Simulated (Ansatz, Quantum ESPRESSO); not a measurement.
# Screening and band shifts of Ti2CO2 MXene, 1 layer, part 3 of 6

Aim: how Ti2CO2 MXene, 1 layer screens a field along its normal, and what the field does to its bands.

Quantum ESPRESSO 7.5; plane-wave DFT, LDA, GBRV ultrasoft pseudopotentials; geometry and cross-check by Ansatz 0.2.0 with PAW datasets.

So far. Step 3 (SCF with pw.x: no field): The run needed 16 iterations to bring the estimated error under 1e-09 Ry; the largest force on any atom, held or free, is 0.67 eV/Å. Step 4 (Electrostatic potential): The vacuum is flat to 0.1 meV/Å, so its level is well defined. Inside the slab the curve depends on the local part of the pseudopotentials; only the vacuum level has a meaning of its own.

## Step 5: Band structure: no field

A bands run reads the converged density and follows the path given under K_POINTS.

Input file f0.bands.in:

```
&control
  prefix = 'f0.bands'
  outdir = './out'
  pseudo_dir = './pseudo'
  calculation = 'bands'
  tefield = .true.
  dipfield = .true.
/
&system
  ibrav = 0
  nat = 5
  ntyp = 3
  ecutwfc = 40
  ecutrho = 200
  occupations = 'smearing'
  smearing = 'fd'
  degauss = 0.004
  edir = 3
  emaxpos = 0.97
  eopreg = 0.04
  eamp = 0.0
  nbnd = 26
/
&electrons
  conv_thr = 1e-07
  mixing_beta = 0.4
  electron_maxstep = 120
  mixing_mode = 'local-TF'
/
ATOMIC_SPECIES
  O   15.9990  o_lda_v1.2.uspp.F.UPF
  Ti  47.8670  ti_lda_v1.4.uspp.F.UPF
  C   12.0110  c_lda_v1.2.uspp.F.UPF
CELL_PARAMETERS angstrom
  3.02910534492148 0.00000000000000 -0.00000000000000
  -1.51455267246074 2.62328217944123 -0.00000000000000
  -0.00000000000000 -0.00000000000000 21.64306022550000
ATOMIC_POSITIONS crystal
  O   0.333333333333 0.666666666667 0.397718944039
  Ti  0.666666666667 0.333333333333 0.439608950155
  C   -0.000000000000 -0.000000000000 0.499999988805
  Ti  0.333333333333 0.666666666667 0.560391051729
  O   0.666666666667 0.333333333333 0.602281065271
K_POINTS crystal_b
4
  0.0000000000 0.0000000000 0.0000000000 14
  0.5000000000 0.0000000000 0.0000000000 14
  0.3333333333 0.3333333333 0.0000000000 14
  0.0000000000 0.0000000000 0.0000000000 1
```

Started as:

```console
> cp -r out/f0.save out/f0.bands.save
> cp out/f0.xml out/f0.bands.xml
> OMP_NUM_THREADS=1 mpirun -n 4 pw.x -nk 4 -in f0.bands.in > f0.bands.out
```

The program printed:

```text
[banner, memory and clock lines left out]
Program PWSCF v.7.5 starts

          URL

     Presently no symmetry can be used with electric field

     Atomic positions and unit cell read from directory:
     ./out/f0.bands.save/

     G-vector sticks info

     bravais-lattice index     =            0
     lattice parameter (alat)  =       5.7242  a.u.
     unit-cell volume          =    1160.5789 (a.u.)^3
     number of atoms/cell      =            5
     number of atomic types    =            3
     number of electrons       =        40.00
     number of Kohn-Sham states=           26
     kinetic-energy cutoff     =      40.0000  Ry
     charge density cutoff     =     200.0000  Ry
     Exchange-correlation= SLA  PZ   NOGX NOGC
                           (   1   1   0   0   0   0   0)

     celldm(1)=   5.724180  celldm(2)=   0.000000  celldm(3)=   0.000000
     celldm(4)=   0.000000  celldm(5)=   0.000000  celldm(6)=   0.000000

     crystal axes: (cart. coord. in units of alat)
               a(1) = (   1.000000   0.000000  -0.000000 )
               a(2) = (  -0.500000   0.866025  -0.000000 )
               a(3) = (  -0.000000  -0.000000   7.145034 )

     reciprocal axes: (cart. coord. in units 2 pi/alat)
               b(1) = (  1.000000  0.577350  0.000000 )
               b(2) = (  0.000000  1.154701  0.000000 )
               b(3) = (  0.000000  0.000000  0.139957 )

     PseudoPot. # 1 for O  read from file:
     ./pseudo/o_lda_v1.2.uspp.F.UPF
     Pseudo is Ultrasoft + core correction, Zval =  6.0
     Generated by new atomic code, or converted to UPF format
     Using radial grid of  737 points,  5 beta functions with:
                l(1) =   0
                l(2) =   0
                l(3) =   1
                l(4) =   1
                l(5) =   2
     Q(r) pseudized with  8 coefficients,  rinner =    0.900   0.900   0.900
                                                       0.900   0.900

     PseudoPot. # 2 for Ti read from file:
     ./pseudo/ti_lda_v1.4.uspp.F.UPF
     Pseudo is Ultrasoft + core correction, Zval = 12.0
     Generated by new atomic code, or converted to UPF format
     Using radial grid of  851 points,  6 beta functions with:
                l(1) =   0
                l(2) =   0
                l(3) =   1
                l(4) =   1
                l(5) =   2
                l(6) =   2
     Q(r) pseudized with  6 coefficients,  rinner =    1.000   1.000   1.000
                                                       1.000   1.000

     PseudoPot. # 3 for C  read from file:
     ./pseudo/c_lda_v1.2.uspp.F.UPF
     Pseudo is Ultrasoft + core correction, Zval =  4.0
     Generated by new atomic code, or converted to UPF format
     Using radial grid of  721 points,  4 beta functions with:
                l(1) =   0
                l(2) =   0
                l(3) =   1
                l(4) =   1
     Q(r) pseudized with  8 coefficients,  rinner =    1.100   1.100   1.100

     atomic species   valence    mass     pseudopotential
     O                 6.00    15.99900     O ( 1.00)
     Ti               12.00    47.86700     Ti( 1.00)
     C                 4.00    12.01100     C ( 1.00)

     No symmetry found

   Cartesian axes

     site n.     atom                  positions (alat units)
         1        O      tau(   1) = (  -0.0000000   0.5773503   2.8417153  )
         2        Ti     tau(   2) = (   0.5000000   0.2886751   3.1410208  )
         3        C      tau(   3) = (   0.0000000  -0.0000000   3.5725168  )
         4        Ti     tau(   4) = (  -0.0000000   0.5773503   4.0040130  )
         5        O      tau(   5) = (   0.5000000   0.2886751   4.3033186  )

     number of k points=    43  Fermi-Dirac smearing, width (Ry)=  0.0040
                       cart. coord. in units 2pi/alat
        k(    1) = (   0.0000000   0.0000000   0.0000000), wk =   0.0465116
        k(    2) = (   0.0357143   0.0206197   0.0000000), wk =   0.0465116
        k(    3) = (   0.0714286   0.0412393   0.0000000), wk =   0.0465116
        k(    4) = (   0.1071429   0.0618590   0.0000000), wk =   0.0465116
        k(    5) = (   0.1428571   0.0824786   0.0000000), wk =   0.0465116
        k(    6) = (   0.1785714   0.1030983   0.0000000), wk =   0.0465116
        k(    7) = (   0.2142857   0.1237179   0.0000000), wk =   0.0465116
        k(    8) = (   0.2500000   0.1443376   0.0000000), wk =   0.0465116
        k(    9) = (   0.2857143   0.1649572   0.0000000), wk =   0.0465116
        k(   10) = (   0.3214286   0.1855769   0.0000000), wk =   0.0465116
        k(   11) = (   0.3571429   0.2061965   0.0000000), wk =   0.0465116
        k(   12) = (   0.3928571   0.2268162   0.0000000), wk =   0.0465116
        k(   13) = (   0.4285714   0.2474358   0.0000000), wk =   0.0465116
        k(   14) = (   0.4642857   0.2680555   0.0000000), wk =   0.0465116
        k(   15) = (   0.5000000   0.2886751   0.0000000), wk =   0.0465116
        k(   16) = (   0.4880952   0.3092948   0.0000000), wk =   0.0465116
        k(   17) = (   0.4761905   0.3299144   0.0000000), wk =   0.0465116
        k(   18) = (   0.4642857   0.3505341   0.0000000), wk =   0.0465116
        k(   19) = (   0.4523810   0.3711537   0.0000000), wk =   0.0465116
        k(   20) = (   0.4404762   0.3917734   0.0000000), wk =   0.0465116
        k(   21) = (   0.4285714   0.4123930   0.0000000), wk =   0.0465116
        k(   22) = (   0.4166667   0.4330127   0.0000000), wk =   0.0465116
        k(   23) = (   0.4047619   0.4536324   0.0000000), wk =   0.0465116
        k(   24) = (   0.3928571   0.4742520   0.0000000), wk =   0.0465116
        k(   25) = (   0.3809524   0.4948717   0.0000000), wk =   0.0465116
        k(   26) = (   0.3690476   0.5154913   0.0000000), wk =   0.0465116
        k(   27) = (   0.3571429   0.5361110   0.0000000), wk =   0.0465116
        k(   28) = (   0.3452381   0.5567306   0.0000000), wk =   0.0465116
        k(   29) = (   0.3333333   0.5773503   0.0000000), wk =   0.0465116
        k(   30) = (   0.3095238   0.5361110   0.0000000), wk =   0.0465116
        k(   31) = (   0.2857143   0.4948717   0.0000000), wk =   0.0465116
        k(   32) = (   0.2619048   0.4536324   0.0000000), wk =   0.0465116
        k(   33) = (   0.2380952   0.4123930   0.0000000), wk =   0.0465116
        k(   34) = (   0.2142857   0.3711537   0.0000000), wk =   0.0465116
        k(   35) = (   0.1904762   0.3299144   0.0000000), wk =   0.0465116
        k(   36) = (   0.1666667   0.2886751   0.0000000), wk =   0.0465116
        k(   37) = (   0.1428571   0.2474358   0.0000000), wk =   0.0465116
        k(   38) = (   0.1190476   0.2061965   0.0000000), wk =   0.0465116
[...]
k = 0.4643 0.3505 0.0000 (  4962 PWs)   bands (ev):

   -57.6968 -57.6882 -34.6440 -34.6013 -34.2663 -34.2642 -34.2193 -34.1949
   -18.6766 -18.6695 -10.2422  -7.0138  -6.2256  -5.2586  -5.1542  -4.9528
    -4.7516  -4.1659  -2.5736  -2.4552  -0.2299   0.8329   1.3318   1.5570
     1.5651   2.0059

          k = 0.4524 0.3712 0.0000 (  4962 PWs)   bands (ev):

   -57.6960 -57.6878 -34.6375 -34.5959 -34.2767 -34.2646 -34.2304 -34.1946
   -18.6713 -18.6648 -10.2307  -6.9546  -6.2210  -5.3182  -5.1289  -4.9350
    -4.7582  -4.1426  -2.6166  -2.6121  -0.1330   0.8322   1.2843   1.5709
     1.5955   2.0063

          k = 0.4405 0.3918 0.0000 (  4962 PWs)   bands (ev):

   -57.6951 -57.6874 -34.6293 -34.5891 -34.2920 -34.2637 -34.2428 -34.1948
   -18.6650 -18.6592 -10.2162  -6.8802  -6.2142  -5.3842  -5.1003  -4.9172
    -4.7703  -4.1132  -2.7895  -2.6667  -0.0359   0.8343   1.2328   1.5769
     1.6386   2.0108

          k = 0.4286 0.4124 0.0000 (  4956 PWs)   bands (ev):

   -57.6940 -57.6868 -34.6195 -34.5811 -34.3095 -34.2692 -34.2507 -34.1953
   -18.6579 -18.6529 -10.1992  -6.7916  -6.2048  -5.4532  -5.0717  -4.8991
    -4.7900  -4.0782  -2.9607  -2.7386   0.0545   0.8393   1.1779   1.5829
     1.6871   2.0202

          k = 0.4167 0.4330 0.0000 (  4952 PWs)   bands (ev):

   -57.6929 -57.6863 -34.6082 -34.5721 -34.3288 -34.2846 -34.2499 -34.1962
   -18.6505 -18.6462 -10.1799  -6.6908  -6.1928  -5.5224  -5.0488  -4.8805
    -4.8182  -4.0383  -3.1184  -2.8274   0.1348   0.8456   1.1204   1.5894
     1.7405   2.0342

          k = 0.4048 0.4536 0.0000 (  4950 PWs)   bands (ev):

   -57.6917 -57.6858 -34.5955 -34.5622 -34.3494 -34.3034 -34.2465 -34.1977
   -18.6429 -18.6395 -10.1592  -6.5800  -6.1781  -5.5889  -5.0438  -4.8611
    -4.8487  -3.9945  -3.2526  -2.9310   0.2039   0.8511   1.0615   1.5971
     1.7974   2.0509

          k = 0.3929 0.4743 0.0000 (  4948 PWs)   bands (ev):

   -57.6904 -57.6853 -34.5818 -34.5519 -34.3706 -34.3231 -34.2422 -34.1995
   -18.6357 -18.6330 -10.1376  -6.4624  -6.1612  -5.6494  -5.0785  -4.8639
    -4.8409  -3.9483  -3.3565  -3.0452   0.2626   0.8537   1.0029   1.6065
     1.8553   2.0674

          k = 0.3810 0.4949 0.0000 (  4938 PWs)   bands (ev):

   -57.6892 -57.6850 -34.5672 -34.5417 -34.3918 -34.3424 -34.2374 -34.2019
   -18.6291 -18.6272 -10.1163  -6.3430  -6.1428  -5.6999  -5.1592  -4.8571
    -4.8206  -3.9015  -3.4280  -3.1643   0.3121   0.8521   0.9468   1.6173
     1.9113   2.0808

          k = 0.3690 0.5155 0.0000 (  4930 PWs)   bands (ev):

   -57.6880 -57.6848 -34.5524 -34.5324 -34.4120 -34.3599 -34.2324 -34.2049
   -18.6235 -18.6222 -10.0966  -6.2303  -6.1239  -5.7333  -5.2693  -4.8395
    -4.8014  -3.8572  -3.4701  -3.2802   0.3535   0.8463   0.8961   1.6287
     1.9623   2.0882

          k = 0.3571 0.5361 0.0000 (  4942 PWs)   bands (ev):

   -57.6870 -57.6847 -34.5381 -34.5249 -34.4300 -34.3743 -34.2273 -34.2084
   -18.6191 -18.6184 -10.0800  -6.1390  -6.1062  -5.7373  -5.3917  -4.8196
    -4.7859  -3.8201  -3.4888  -3.3817   0.3862   0.8379   0.8550   1.6392
     2.0058   2.0879

          k = 0.3452 0.5567 0.0000 (  4936 PWs)   bands (ev):

   -57.6861 -57.6849 -34.5263 -34.5206 -34.4435 -34.3837 -34.2222 -34.2124
   -18.6163 -18.6160 -10.0685  -6.0926  -6.0868  -5.6972  -5.5120  -4.8007
    -4.7784  -3.7973  -3.4914  -3.4539   0.4079   0.8289   0.8292   1.6468
     2.0400   2.0796

          k = 0.3333 0.5774 0.0000 (  4950 PWs)   bands (ev):

   -57.6854 -57.6853 -34.5204 -34.5204 -34.4488 -34.3870 -34.2171 -34.2171
   -18.6153 -18.6151 -10.0642  -6.0869  -6.0733  -5.6170  -5.6170  -4.7844
    -4.7844  -3.7916  -3.4846  -3.4845   0.4155   0.8226   0.8226   1.6498
     2.0639   2.0639

          k = 0.3095 0.5361 0.0000 (  4938 PWs)   bands (ev):

   -57.6872 -57.6847 -34.5299 -34.5289 -34.4309 -34.3759 -34.2284 -34.2076
   -18.6194 -18.6190 -10.0856  -6.1147  -6.0967  -5.7384  -5.4177  -4.8551
    -4.7621  -3.7727  -3.4622  -3.4501   0.3904   0.8256   0.8690   1.6355
     2.0177   2.0824

          k = 0.2857 0.4949 0.0000 (  4944 PWs)   bands (ev):

   -57.6903 -57.6853 -34.5417 -34.5417 -34.3964 -34.3508 -34.2423 -34.1992
   -18.6319 -18.6317 -10.1579  -6.1627  -6.1350  -5.7434  -5.2488  -4.9866
    -4.7553  -3.6651  -3.4497  -3.3637   0.3405   0.8579   0.9547   1.5933
     1.9642   2.0714

          k = 0.2619 0.4536 0.0000 (  4936 PWs)   bands (ev):

   -57.6949 -57.6872 -34.5458 -34.5442 -34.3587 -34.3203 -34.2586 -34.1926
   -18.6542 -18.6531 -10.2839  -6.1777  -6.1611  -5.6886  -5.2154  -5.0531
    -4.7621  -3.5018  -3.4586  -3.2356   0.2897   0.9129   1.0319   1.5419
     1.9104   2.0458

          k = 0.2381 0.4124 0.0000 (  4952 PWs)   bands (ev):

   -57.7010 -57.6906 -34.5380 -34.5329 -34.3218 -34.2887 -34.2769 -34.1880
   -18.6867 -18.6837 -10.4524  -6.2253  -6.1060  -5.5915  -5.3318  -5.0128
    -4.7734  -3.4894  -3.3468  -3.0366   0.2392   0.9622   1.0811   1.5162
     1.8572   2.0137

          k = 0.2143 0.3712 0.0000 (  4952 PWs)   bands (ev):

   -57.7085 -57.6953 -34.5169 -34.5073 -34.3011 -34.2828 -34.2582 -34.1852
   -18.7298 -18.7233 -10.6433  -6.2711  -6.0391  -5.4513  -5.4481  -5.0113
    -4.7686  -3.5331  -3.1971  -2.7812   0.1800   0.9773   1.1121   1.5251
     1.8171   1.9749

          k = 0.1905 0.3299 0.0000 (  4958 PWs)   bands (ev):

   -57.7169 -57.7012 -34.4836 -34.4686 -34.3209 -34.2523 -34.2304 -34.1837
   -18.7832 -18.7710 -10.8358  -6.3015  -5.9947  -5.5587  -5.3073  -5.0591
    -4.7100  -3.5644  -3.0216  -2.5023   0.1089   0.9571   1.1392   1.5177
     1.8222   1.9293

          k = 0.1667 0.2887 0.0000 (  4948 PWs)   bands (ev):

   -57.7261 -57.7079 -34.4403 -34.4193 -34.3427 -34.2235 -34.2076 -34.1814
   -18.8459 -18.8256 -11.0136  -6.3050  -5.9747  -5.6723  -5.2308  -5.1447
    -4.5921  -3.5236  -2.8058  -2.2200   0.0388   0.9066   1.1551   1.4649
     1.8712   1.8761

          k = 0.1429 0.2474 0.0000 (  4948 PWs)   bands (ev):

   -57.7355 -57.7151 -34.3906 -34.3721 -34.3550 -34.1984 -34.1961 -34.1716
   -18.9155 -18.8848 -11.1667  -6.2836  -5.9660  -5.7812  -5.2525  -5.2218
    -4.5244  -3.3189  -2.5466  -1.9553  -0.0086   0.8237   1.1379   1.3838
     1.8049   1.9263

          k = 0.1190 0.2062 0.0000 (  4929 PWs)   bands (ev):

   -57.7446 -57.7222 -34.3873 -34.3398 -34.3006 -34.1931 -34.1773 -34.1557
   -18.9884 -18.9455 -11.2904  -6.2699  -5.9546  -5.8454  -5.3675  -5.2446
    -4.5728  -2.9363  -2.2478  -1.7388  -0.0157   0.7173   1.0726   1.2664
     1.6972   1.9716

          k = 0.0952 0.1650 0.0000 (  4943 PWs)   bands (ev):

   -57.7529 -57.7289 -34.4055 -34.2946 -34.2428 -34.1883 -34.1602 -34.1411
   -19.0597 -19.0038 -11.3845  -6.3153  -5.9296  -5.8101  -5.4757  -5.2789
    -4.6961  -2.4495  -1.9210  -1.6047   0.0232   0.6102   0.9582   1.0925
     1.5445   2.0109

          k = 0.0714 0.1237 0.0000 (  4953 PWs)   bands (ev):

   -57.7600 -57.7346 -34.4209 -34.2638 -34.1914 -34.1755 -34.1470 -34.1294
   -19.1236 -19.0554 -11.4517  -6.4032  -5.8851  -5.7045  -5.5569  -5.3147
    -4.8505  -1.9218  -1.6494  -1.5039   0.0966   0.5019   0.8034   0.8895
     1.3577   2.0549

          k = 0.0476 0.0825 0.0000 (  4937 PWs)   bands (ev):

   -57.7653 -57.7390 -34.4324 -34.2496 -34.1554 -34.1514 -34.1372 -34.1212
   -19.1744 -19.0959 -11.4958  -6.4880  -5.8224  -5.6759  -5.5174  -5.3454
    -5.0061  -1.6781  -1.3976  -1.1831   0.1523   0.3220   0.6483   0.7581
     1.1561   2.1050

          k = 0.0238 0.0412 0.0000 (  4937 PWs)   bands (ev):

   -57.7687 -57.7417 -34.4396 -34.2449 -34.1381 -34.1337 -34.1235 -34.1165
   -19.2071 -19.1219 -11.5205  -6.5458  -5.7566  -5.7107  -5.4164  -5.3669
    -5.1321  -1.7596  -0.9274  -0.8538   0.0532   0.0657   0.6275   0.7217
     0.9586   2.1464

          k = 0.0000 0.0000 0.0000 (  4919 PWs)   bands (ev):

   -57.7698 -57.7427 -34.4421 -34.2439 -34.1314 -34.1314 -34.1151 -34.1151
   -19.2184 -19.1309 -11.5284  -6.5660  -5.7246  -5.7246  -5.3752  -5.3752
    -5.1841  -1.7965  -0.6718  -0.6718  -0.0963  -0.0963   0.7170   0.7170
     0.8176   2.1624

     XML data file, pseudopotentials, collected wavefunctions

                                        0.00s GPU  (     344 calls)
[key lines of the parts left out:]
Dipole field          0.0000 Ry au,
```

The job ended after 14 s (4 MPI ranks of Arm Neoverse V2, shared host; peak memory 0.31 GiB; 57 s of CPU time).

Read from the output:

* valence top, on the run's zero: -0.6718 eV
* conduction bottom, on the run's zero: -0.3988 eV
* gap by band count: 0.2730 eV

Band numbers count within the set of bands kept for display. The electronic bands at the labelled points (eV, zero at the highest filled level of the SCF mesh; v1 is the highest filled band, c1 the lowest empty one):

```
  point     v4     v3     v2     v1    c1    c2    c3    c4
      Γ  -4.51  -1.12   0.00   0.00  0.58  0.58  1.39  1.39
halfway  -3.93  -2.84  -1.43  -1.38  0.54  1.39  1.72  2.31
      M  -4.07  -3.52  -1.86  -1.53  0.27  1.51  2.11  2.13
halfway  -4.15  -3.37  -2.45  -2.16  0.81  1.52  1.79  2.26
      K  -4.11  -3.12  -2.81  -2.81  1.09  1.49  1.49  2.32
halfway  -3.92  -2.85  -2.13  -1.55  0.71  1.58  1.83  2.14
      Γ  -4.51  -1.12   0.00   0.00  0.58  0.58  1.39  1.39
```

Along this path the valence top lies at Γ and the conduction bottom at M.

## Step 6: Ground state: field 0.1 V/Å

eamp is the field in Hartree atomic units (1 a.u. = 51.42 V/Å). With dipfield on, it is the field in the vacuum beside an isolated sheet. The run starts from the density of the one before.

Input file f1.in:

```
&control
  prefix = 'f1'
  outdir = './out'
  pseudo_dir = './pseudo'
  calculation = 'scf'
  tprnfor = .true.
  tefield = .true.
  dipfield = .true.
/
&system
  ibrav = 0
  nat = 5
  ntyp = 3
  ecutwfc = 40
  ecutrho = 200
  occupations = 'smearing'
  smearing = 'fd'
  degauss = 0.004
  edir = 3
  emaxpos = 0.97
  eopreg = 0.04
  eamp = 0.00194469
/
&electrons
  conv_thr = 1e-09
  mixing_beta = 0.4
  electron_maxstep = 120
  mixing_mode = 'plain'
  startingpot = 'file'
/
ATOMIC_SPECIES
  O   15.9990  o_lda_v1.2.uspp.F.UPF
  Ti  47.8670  ti_lda_v1.4.uspp.F.UPF
  C   12.0110  c_lda_v1.2.uspp.F.UPF
CELL_PARAMETERS angstrom
  3.02910534492148 0.00000000000000 -0.00000000000000
  -1.51455267246074 2.62328217944123 -0.00000000000000
  -0.00000000000000 -0.00000000000000 21.64306022550000
ATOMIC_POSITIONS crystal
  O   0.333333333333 0.666666666667 0.397718944039
  Ti  0.666666666667 0.333333333333 0.439608950155
  C   -0.000000000000 -0.000000000000 0.499999988805
  Ti  0.333333333333 0.666666666667 0.560391051729
  O   0.666666666667 0.333333333333 0.602281065271
K_POINTS automatic
  12 12 1 0 0 0
```

Started as:

```console
> cp -r out/f0.save out/f1.save
> OMP_NUM_THREADS=1 mpirun -n 4 pw.x -nk 4 -in f1.in > f1.out
```

The program printed:

```text
[banner, memory and clock lines left out]
Program PWSCF v.7.5 starts
[...]
number of electrons       =        40.00
     number of Kohn-Sham states=           24
     kinetic-energy cutoff     =      40.0000  Ry
     charge density cutoff     =     200.0000  Ry
[...]
number of k points=    74  Fermi-Dirac smearing, width (Ry)=  0.0040
[...]
Dense  grid:    55355 G-vectors     FFT dimensions: (  25,  25, 192)
[...]
The initial density is read from file :
[...]
negative rho (up, down):  3.871E-03 0.000E+00
[...]
Starting wfcs are   32 randomized atomic wfcs
[...]
negative rho (up, down):  3.870E-03 0.000E+00
[...]
estimated scf accuracy    <       0.01369592 Ry
[...]
negative rho (up, down):  3.868E-03 0.000E+00
[...]
estimated scf accuracy    <       0.37489346 Ry
[...]
negative rho (up, down):  3.867E-03 0.000E+00
[...]
estimated scf accuracy    <       0.00048790 Ry
[...]
negative rho (up, down):  3.868E-03 0.000E+00
[...]
estimated scf accuracy    <       0.00004629 Ry
[...]
negative rho (up, down):  3.869E-03 0.000E+00
[...]
estimated scf accuracy    <       0.00000662 Ry
[...]
negative rho (up, down):  3.870E-03 0.000E+00
[...]
estimated scf accuracy    <       0.00000297 Ry
[...]
negative rho (up, down):  3.870E-03 0.000E+00
[...]
estimated scf accuracy    <       0.00000016 Ry
[...]
negative rho (up, down):  3.870E-03 0.000E+00
[...]
estimated scf accuracy    <       0.00000030 Ry
[...]
negative rho (up, down):  3.870E-03 0.000E+00
[...]
estimated scf accuracy    <       0.00000011 Ry
[...]
negative rho (up, down):  3.870E-03 0.000E+00
[...]
estimated scf accuracy    <          5.3E-09 Ry
[...]
negative rho (up, down):  3.871E-03 0.000E+00
[...]
estimated scf accuracy    <          7.7E-09 Ry
[...]
negative rho (up, down):  3.871E-03 0.000E+00
[...]
estimated scf accuracy    <          1.1E-09 Ry
[...]
negative rho (up, down):  3.871E-03 0.000E+00
[...]
Computed dipole along edir(3) :
        Dipole                0.0451 Ry au,          0.1145 Debye
        Dipole field          0.0005 Ry au,
        E field amplitude [Ha a.u.]:  1.9447E-03
        Potential amp.        0.1144 Ry
        Total length         39.2635 bohr
[...]
the Fermi energy is    -0.5568 ev
!    total energy              =    -315.05911508 Ry
     estimated scf accuracy    <          1.6E-10 Ry
     smearing contrib. (-TS)   =      -0.00012112 Ry
     internal energy E=F+TS    =    -315.05899397 Ry
[...]
one-electron contribution =   -2719.85882919 Ry
     hartree contribution      =    1360.51305078 Ry
     xc contribution           =     -53.60990967 Ry
     ewald contribution        =    1097.89684738 Ry
     electric field correction =      -0.00015326 Ry
     convergence has been achieved in  13 iterations
     negative rho (up, down):  3.871E-03 0.000E+00
[...]
Total force =     0.037172     Total SCF correction =     0.000032
[...]
```

The job ended after 55 s (4 MPI ranks; peak memory 0.57 GiB; 3.7 min of CPU time).

Read from the output:

* free energy: -4286.5976 eV
* energy at zero smearing: -4286.5968 eV
* Fermi energy: -0.5568 eV
* dipole along the normal: 0.02384 e·Å
* valence top, on the run's zero: -0.6561 eV
* conduction bottom, on the run's zero: -0.3830 eV
* gap by band count: 0.2732 eV

The dipole goes from 0.0000 to 0.0238 e Å, 0.2382 e Å per V/Å.

(Continued in part 4 of 6.)

[Logs are printed without paths, hosts, clocks, repeated set-up lines and the standing remarks that a program may print on its own settings, such as how far it seeks lower states.]

[Hosts, paths, dates, database ids (printed as entryN), source tags and the programs' standing remarks are cut or masked in the printed files.]

[Maps of the electrostatic potential energy from Ansatz leave out the sawtooth potential of an applied field or a dipole correction, so their vacuum need not be flat; planar profiles and work functions include it.]
